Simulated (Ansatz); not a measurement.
# Be (Im-3m, 1 atom in the cell): the cell at rest

Aim: bring Be (Im-3m, 1 atom in the cell) to small forces and stress, as phonons need.

Method: DFT PBEsol, scalar-relativistic, plane waves, PAW; PAW set soft_1, in Ansatz 0.2.0.

Most raw output is cut from this account.

This is not the structure that Be takes at ambient pressure and room temperature (hexagonal, No. 194); it is a model or a phase of other conditions.

### Step 1. Set-up

It takes space group Im-3m (No. 229, cubic). Conventional cell: a = 2.506 Å, b = 2.506 Å, c = 2.506 Å, α = 90.00°, β = 90.00°, γ = 90.00°. Nearest to Be lie 8 Be at 2.17 Å.

### Step 2. A coarse first look

A quick single point on a coarse mesh tells whether the cell has a gap and how far it is from rest, which sets the k mesh and smearing that follow.

The input, input.yaml:

```yaml
crystal:
  lattice:
    - [-1.2531209513, 1.2531209513, 1.2531209513]
    - [1.2531209513, -1.2531209513, 1.2531209513]
    - [1.2531209513, 1.2531209513, -1.2531209513]
  atoms:
    - { symbol: Be, position: [0.0, 0.0, 0.0] }
kpoints:
  mp_grid: { grid: [10, 10, 10] }
hamiltonian:
  xc: pbesol
  pseudopotentials: { kind: paw, azcp: { folder: soft_1 }, xc_functional: pbe }
scf:
  occupations: { method: gaussian, width: 0.1 }
output:
  forces: true
  stress: true
  eigenvalues: true
```

The run is started by

```bash
> ansatz run input.yaml --threads 4 --pin off --max-ram 10240MiB --backend cpu --events-out ev --progress --plain --runs-dir out
```

Elapsed: 0.73 s, on 4 threads of Arm Neoverse V1, shared host; peak memory 0.22 GiB; 0.94 s of CPU time.

This step gave:

```yaml
pressure: -1.910 GPa
volume_per_atom: 7.871 Å³
gap_on_the_k_mesh: 0 eV
```

The coarse mesh shows no gap and a pressure of -1.9 GPa.

### Step 3. Bringing the structure to rest

Harmonic phonons are second derivatives at a point where the forces vanish, and they are wanted at zero stress, so atoms and cell are relaxed first.

input.yaml, as its differences from that of step 2:

```diff
@@ -8,3 +8,3 @@
 kpoints:
-  mp_grid: { grid: [10, 10, 10] }
+  mp_grid: { grid: [24, 24, 24] }
 hamiltonian:
@@ -18 +18,6 @@
   eigenvalues: true
+relax:
+  adjacent_minimum: "off"
+  f_tol: 0.005
+  max_steps: 80
+  cell: { stress_tol: 0.05 }
```

Elapsed: 2.2 s, on 4 threads; peak memory 0.28 GiB; 7.5 s of CPU time.

Relaxation path:

```tsv
step	energy less that of the first step (eV)	largest force component (eV/Å)	pressure (GPa)	volume (Å³)
1	0.0000	0.0000	-1.99	7.87
2	-0.0006	0.0000	-0.95	7.80
3	-0.0008	0.0000	0.02	7.74
4*	-0.0008	0.0000	0.01	7.74
```

Relaxation steps marked * repeat the geometry before them on a plane-wave basis chosen anew for their cell, so energy and pressure can jump there.

```tsv
conventional cell, symmetrised	before	after	change
a (Å)	2.506	2.493	-0.5 %
b (Å)	2.506	2.493	-0.5 %
c (Å)	2.506	2.493	-0.5 %
volume (Å³/atom)	7.87	7.74	-1.6 %
```

Final coordinates:

```xyz
1
Lattice="-1.2463 1.2463 1.2463 1.2463 -1.2463 1.2463 1.2463 1.2463 -1.2463" Properties=species:S:1:pos:R:3 pbc="T T T"
Be    0.0000    0.0000    0.0000
```

This step gave:

```yaml
pressure: 0.01456 GPa
volume_per_atom: 7.742 Å³
```

In this step the volume went from 7.87 to 7.74 Å³/atom.

### Step 4. Tight relaxation

Phonons need a cell at rest on their own settings, so the relaxation is repeated with tight tolerances on forces and stress, using the mesh and the filling of the phonon run that follows.

input.yaml, the sections that differ from step 3:

```yaml
crystal:
  lattice:
    - [-1.2462524191, 1.2462524191, 1.2462524191]
    - [1.2462524191, -1.2462524191, 1.2462524191]
    - [1.2462524191, 1.2462524191, -1.2462524191]
  atoms:
    - { symbol: Be, position: [0.0, 0.0, 0.0] }
scf:
  occupations: { method: methfessel_paxton, width: 0.2 }
output:
  forces: true
  stress: true
  eigenvalues: true
  write_density: true
  write_potential: true
  elf: true
  volumetric_format: npy
relax:
  adjacent_minimum: "off"
  f_tol: 0.001
  max_steps: 60
  cell: { stress_tol: 0.01 }
# kpoints, hamiltonian: as in step 3
```

The job ended after 2.2 s (4 threads; peak memory 0.29 GiB).

Little changed from the start: no atom moved by 0.005 Å and no cell edge by 0.1 %.

Numbers from this step:

```
pressure        : -1.17e-4 GPa
volume per atom : 7.741 Å³
```

Electrostatic potential energy in the ac plane of the conventional cell at fractional y = 0.000, with atoms of Be within 0.2 Å of it. With pseudopotentials it is smooth inside the atoms' cores, unlike the true potential.

Values in eV, 16 rows by 16 columns:
```
-34 -34 -28 -20  -8   1   5   7   8   7   5   1  -8 -20 -28 -34
-30 -28 -23 -15  -4   3   6   8   8   8   6   3  -4 -15 -23 -28
-21 -20 -15  -7   0   4   7   8   8   8   7   4   0  -7 -15 -20
-10  -8  -4   0   4   6   7   8   8   8   7   6   4   0  -4  -8
  0   1   3   4   6   7   8   8   8   8   8   7   6   4   3   1
  5   5   6   7   7   8   8   8   8   8   8   8   7   7   6   5
  7   7   8   8   8   8   8   8   8   8   8   8   8   8   8   7
  8   8   8   8   8   8   8   8   8   8   8   8   8   8   8   8
  7   7   8   8   8   8   8   8   8   8   8   8   8   8   8   7
  5   5   6   7   7   8   8   8   8   8   8   8   7   7   6   5
  0   1   3   4   6   7   8   8   8   8   8   7   6   4   3   1
-10  -8  -4   0   4   6   7   8   8   8   7   6   4   0  -4  -8
-21 -20 -15  -7   0   4   7   8   8   8   7   4   0  -7 -15 -20
-30 -28 -23 -15  -4   3   6   8   8   8   6   3  -4 -15 -23 -28
-34 -34 -28 -20  -8   1   5   7   8   7   5   1  -8 -20 -28 -34
-34 -34 -30 -21 -10   0   5   7   8   7   5   0 -10 -21 -30 -34
```
Columns run along a (2.5 Å; values clipped at the 3rd and 97th percentile), rows up along c (2.5 Å), edges of the conventional cell, whose origin can differ from the input's. Atoms in or near the plane, at fractional coordinates: Be at (0.00, 0.00).

ELF in the ac plane of the conventional cell at fractional y = 0.000, with atoms of Be within 0.2 Å of it. It is the smooth field of the valence electrons, not physical close to the nuclei.

Ten even steps from '0' (0.00) to '9' (0.62):
```
0001478999974100
0012579999985210
1124789999987421
4457899999998754
7778999999999887
8899999999999999
9999999999999999
9999999999999999
9999999999999999
8999999999999998
7788999999999877
4457899999998754
1124789999987421
0012589999975210
0001479999874100
0001478999874100
```
Columns run along a (2.5 Å), rows up along c (2.5 Å), edges of the conventional cell, whose origin can differ from the input's. Atoms in or near the plane, at fractional coordinates: Be at (0.00, 0.00).

Valence density in the ac plane of the conventional cell at fractional y = 0.000, with atoms of Be within 0.2 Å of it. It is the smooth field of the valence electrons, not physical close to the nuclei.

Values in e/Å³, 16 rows by 16 columns:
```
0.10 0.12 0.18 0.23 0.26 0.27 0.26 0.26 0.26 0.26 0.26 0.27 0.26 0.23 0.18 0.12
0.16 0.18 0.21 0.25 0.27 0.27 0.26 0.26 0.26 0.26 0.26 0.27 0.27 0.25 0.21 0.18
0.22 0.23 0.25 0.26 0.27 0.27 0.26 0.26 0.26 0.26 0.26 0.27 0.27 0.26 0.25 0.23
0.26 0.26 0.27 0.27 0.27 0.27 0.26 0.26 0.26 0.26 0.26 0.27 0.27 0.27 0.27 0.26
0.27 0.27 0.27 0.27 0.27 0.26 0.26 0.26 0.26 0.26 0.26 0.26 0.27 0.27 0.27 0.27
0.26 0.26 0.26 0.26 0.26 0.26 0.26 0.26 0.26 0.26 0.26 0.26 0.26 0.26 0.26 0.26
0.26 0.26 0.26 0.26 0.26 0.26 0.26 0.26 0.26 0.26 0.26 0.26 0.26 0.26 0.26 0.26
0.26 0.26 0.26 0.26 0.26 0.26 0.26 0.26 0.26 0.26 0.26 0.26 0.26 0.26 0.26 0.26
0.26 0.26 0.26 0.26 0.26 0.26 0.26 0.26 0.26 0.26 0.26 0.26 0.26 0.26 0.26 0.26
0.26 0.26 0.26 0.26 0.26 0.26 0.26 0.26 0.26 0.26 0.26 0.26 0.26 0.26 0.26 0.26
0.27 0.27 0.27 0.27 0.27 0.26 0.26 0.26 0.26 0.26 0.26 0.26 0.27 0.27 0.27 0.27
0.26 0.26 0.27 0.27 0.27 0.27 0.26 0.26 0.26 0.26 0.26 0.27 0.27 0.27 0.27 0.26
0.22 0.23 0.25 0.26 0.27 0.27 0.26 0.26 0.26 0.26 0.26 0.27 0.27 0.26 0.25 0.23
0.16 0.18 0.21 0.25 0.27 0.27 0.26 0.26 0.26 0.26 0.26 0.27 0.27 0.25 0.21 0.18
0.10 0.12 0.18 0.23 0.26 0.27 0.26 0.26 0.26 0.26 0.26 0.27 0.26 0.23 0.18 0.12
0.07 0.10 0.16 0.22 0.26 0.27 0.26 0.26 0.26 0.26 0.26 0.27 0.26 0.22 0.16 0.10
```
Columns run along a (2.5 Å), rows up along c (2.5 Å), edges of the conventional cell, whose origin can differ from the input's. Atoms in or near the plane, at fractional coordinates: Be at (0.00, 0.00).

The forces vanish by symmetry and the pressure is 0.000 GPa, within the tolerances set. The cell now holds 7.74 Å³/atom.

### Step 5. Results

* space group after relaxation (within 0.01 Å): Im-3m
* lattice constant a: 2.492 Å
* lattice constant b: 2.492 Å
* lattice constant c: 2.492 Å
* volume per atom: 7.74 Å³

In words: The forces vanish by symmetry and the pressure is 0.000 GPa, within the tolerances set. The cell now holds 7.74 Å³/atom. The relaxation keeps the symmetry of its start, so it says nothing on stability against lower symmetry. The PAW files were made for PBE and serve the other functionals too.

[Logs are printed without paths, hosts, clocks, repeated set-up lines and the standing remarks that a program may print on its own settings, such as how far it seeks lower states.]

[Hosts, paths, dates, database ids (printed as entryN), source tags and the programs' standing remarks are cut or masked in the printed files.]
